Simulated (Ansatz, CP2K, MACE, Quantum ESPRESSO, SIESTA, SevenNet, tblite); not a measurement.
# How stiff is rutile SnO2, size series (96 atoms)? Programs compared

How stiff is rutile SnO2, size series (96 atoms) under an even change of volume, and do other programs and learned potentials give the same pressure and slope as plane waves?

The results are calculated values.

**1. The cell**

The cell holds 96 atoms (32 Sn and 64 O), with edges of 9.47, 9.47 and 12.74 Å. Recipe: rutile SnO2 (cell 4.737, 4.737, 3.186, 90, 90, 90), 2 x 2 x 4 conventional cells; ideal positions. Then the atoms were relaxed with SevenNet 0 in the fixed cell.

Bonds by pair of elements; cutoffs follow the first minimum of g(r), held within bounds set by covalent radii, and pairs that aren't listed don't count as bonded:

| pair A-B | cutoff (Å) | bonds | mean length (Å) | spread (Å) | shortest (Å) | B about A | A about B |
| --- | --- | --- | --- | --- | --- | --- | --- |
| O-Sn | 2.48 | 192 | 2.05 | 0.007 | 2.04 | 3 | 6 |

**2. The reference input**

Quantum ESPRESSO 7.5: Kohn-Sham DFT, PBE, SSSP efficiency 1.3.0 pseudopotentials, plane waves. Its input, pw.in, for the unchanged cell:

```
&control
  calculation = 'scf'
  pseudo_dir = './pseudo'
  outdir = './tmp'
  disk_io = 'none'
  tprnfor = .true.
  tstress = .true.
/
&system
  ibrav = 0
  nat = 96
  ntyp = 2
  ecutwfc = 60
  ecutrho = 480
  nosym = .true.
  occupations = 'smearing'
  smearing = 'fd'
  degauss = 0.003675
/
&electrons
  conv_thr = 4.8e-07
  electron_maxstep = 100
  mixing_beta = 0.4
  mixing_mode = 'plain'
  diagonalization = 'david'
/
ATOMIC_SPECIES
Sn 118.710 Sn.upf
O 15.999 O.upf
CELL_PARAMETERS angstrom
9.47400 0.00000 0.00000
0.00000 9.47400 0.00000
0.00000 0.00000 12.74400
ATOMIC_POSITIONS crystal
Sn 0.00000 0.00000 0.00000
Sn 0.25000 0.25000 0.12500
O 0.15257 0.15257 0.00000
O 0.34743 0.34743 0.00000
[... 90 atom lines left out ...]
O 0.59743 0.90257 0.87500
O 0.90257 0.59743 0.87500
K_POINTS gamma
```

```console
$ OMP_NUM_THREADS=1 mpirun -np 4 pw.x -in pw.in > output.txt
```

Wall time 3.8 min (4 MPI ranks of Arm Neoverse V1, shared host); peak memory 4.1 GiB.

It converged with an r.m.s. force component of 0.028 eV/Å and a pressure of 11 GPa.

**3. Programs and settings**

Every level solves the same cells as single points. CPU time is summed over a level's finished runs, on a host shared with the other runs, so it is rough; the force column is the median over cells of the r.m.s. difference of force components from the reference.

| level | basis or training data | k-points | runs finished | CPU time | peak memory (GiB) | force difference (meV/Å) |
| --- | --- | --- | --- | --- | --- | --- |
| QE, PBE | plane waves, SSSP efficiency, 60/480 Ry | Γ | 5 of 5 | 76 min | 4.3 | reference |
| SIESTA DZP, PBE | DZP orbitals, shift 0.01 Ry, mesh 500 Ry | Γ | 5 of 5 | 41 min | 3.2 | 37 |
| CP2K double zeta, LDA | DZVP-MOLOPT-SR, GTH-PADE potentials, 600 Ry | Γ | 5 of 5 | 29 min | 5.4 | 114 |
| tblite GFN1-xTB | tight binding with its own dispersion term | Γ | 5 of 5 | 19 s | 0.13 | 193 |
| MACE MP-0b2 small | trained on PBE(+U) plane-wave data | - | 5 of 5 | 36 s | 0.68 | 44 |
| SevenNet 0 | trained on PBE(+U) plane-wave data | - | 5 of 5 | 45 s | 1.1 | 30 |

The reference's own r.m.s. force component runs from 20 to 111 meV/Å over these cells. SevenNet 0 relaxed the atoms, so in the cells that it relaxed its own forces are small, and its entry isn't an independent test there.

**4. Pressure against volume**

The cell is scaled evenly with fractional positions held. The unchanged volume is 11.915 Å³ an atom. Pressures in GPa:

| level | -6 % | -3 % | 0 | +3 % | +6 % |
| --- | --- | --- | --- | --- | --- |
| QE, PBE | 27.86 | 18.75 | 11.03 | 4.47 | -1.08 |
| SIESTA DZP, PBE | 34.37 | 24.72 | 16.58 | 9.62 | 3.69 |
| CP2K double zeta, LDA | 10.02 | 2.70 | -3.49 | -8.69 | -12.86 |
| tblite GFN1-xTB | -3.26 | -6.71 | -9.57 | -11.95 | -13.96 |
| MACE MP-0b2 small | 26.91 | 18.07 | 10.59 | 4.32 | -0.90 |
| SevenNet 0 | 28.46 | 18.88 | 11.03 | 4.61 | -0.71 |

Energy less that of the unchanged cell at the same level, in meV an atom:

| level | -6 % | -3 % | +3 % | +6 % |
| --- | --- | --- | --- | --- |
| QE, PBE | 86.37 | 33.78 | -17.97 | -22.41 |
| SIESTA DZP, PBE | 111.29 | 45.87 | -28.94 | -43.63 |
| CP2K double zeta, LDA | 12.89 | -1.07 | 13.75 | 38.03 |
| tblite GFN1-xTB | -29.52 | -18.25 | 24.08 | 53.07 |
| MACE MP-0b2 small | 81.65 | 31.73 | -16.42 | -20.05 |
| SevenNet 0 | 85.54 | 33.07 | -17.22 | -21.40 |

**5. Moduli**

From the three volumes nearest the unchanged one: B from the slope of pressure against ln V and from the curvature of the energy, the pressure that the slope of the energy implies, and the volume change at which the printed pressure crosses zero (a dash if it doesn't within the range).

| level | B from pressures (GPa) | B from energies (GPa) | printed pressure (GPa) | pressure from energies (GPa) | zero pressure at (%) |
| --- | --- | --- | --- | --- | --- |
| QE, PBE | 238.0 | 236.3 | 11.03 | 11.60 | +5.4 |
| SIESTA DZP, PBE | 251.7 | 253.0 | 16.58 | 16.77 | - |
| CP2K double zeta, LDA | 189.8 | 189.5 | -3.49 | -3.32 | -1.7 |
| tblite GFN1-xTB | 87.4 | 87.1 | -9.57 | -9.49 | - |
| MACE MP-0b2 small | 229.3 | 228.8 | 10.59 | 10.79 | +5.5 |
| SevenNet 0 | 237.9 | 236.9 | 11.03 | 11.27 | +5.6 |

As a check by hand on the reference: from -3 to +3 % the pressure falls by 14.28 GPa while ln V grows by 0.0600, a ratio of 237.9 GPa.

Gap between the highest filled and the lowest empty level on the runs' k-points, in eV:

| level | -6 % | -3 % | 0 | +3 % | +6 % |
| --- | --- | --- | --- | --- | --- |
| QE, PBE | 1.98 | 1.59 | 1.23 | 0.89 | 0.57 |
| SIESTA DZP, PBE | 1.71 | 1.32 | 0.95 | 0.61 | 0.30 |

**6. Findings**

The plane-wave reference (PBE) gives a bulk modulus of 238.0 GPa from its pressures, at a volume where its pressure is 11.03 GPa; that pressure crosses zero at +5.4 %. Other programs at PBE: SIESTA DZP, PBE 251.7 GPa (+6 %); its pressure lies +5.55 GPa from the reference's. Other functionals: CP2K double zeta, LDA 189.8 GPa (-20 %); its pressure lies -14.51 GPa from the reference's.

Learned potentials: MACE MP-0b2 small 229.3 GPa (-4 %) and SevenNet 0 237.9 GPa (+0 %); their pressures lie -0.44 to +0.01 GPa from the reference's. Tight binding: tblite GFN1-xTB 87.4 GPa (-63 %); its pressure lies -20.59 GPa from the reference's. The moduli are read at one volume but at unlike pressures, and a cell under tension is as a rule softer than one under compression. Moduli from the energies run from 87 to 253 GPa, within 10 % of those from pressures. The reference's gap falls as the cell grows, from 1.98 eV at -6 % to 0.57 eV at +6 %.

**Limits.** Atoms are held in fractional coordinates, so these moduli are upper bounds to relaxed ones. Three points at finite strain give rough moduli, at the given volume rather than at zero pressure. Pressures at a fixed plane-wave cutoff or in a small atom-centred basis hold some basis error. The reference samples only Γ, in a cell whose shortest periodic width is 9 Å. The reference isn't exact: its cutoffs and mesh weren't converged further here. SIESTA's automatically made basis is far from complete, and its potentials were converted by us (checked for H, C, O, Si, Ge and Ca alone). The learned potentials mimic data converged in k, so the sampling error of the reference's coarse mesh counts against them here, while programs on the same mesh share it. Spin–orbit coupling is left out. Where levels are smeared, the DFT runs use Fermi–Dirac occupations at 580 K (0.05 eV), and energies are free energies.

[Logs are printed without paths, hosts, clocks, repeated set-up lines and the standing remarks that a program may print on its own settings, such as how far it seeks lower states.]

[Hosts, paths, dates, database ids (printed as entryN), source tags and the programs' standing remarks are cut or masked in the printed files.]
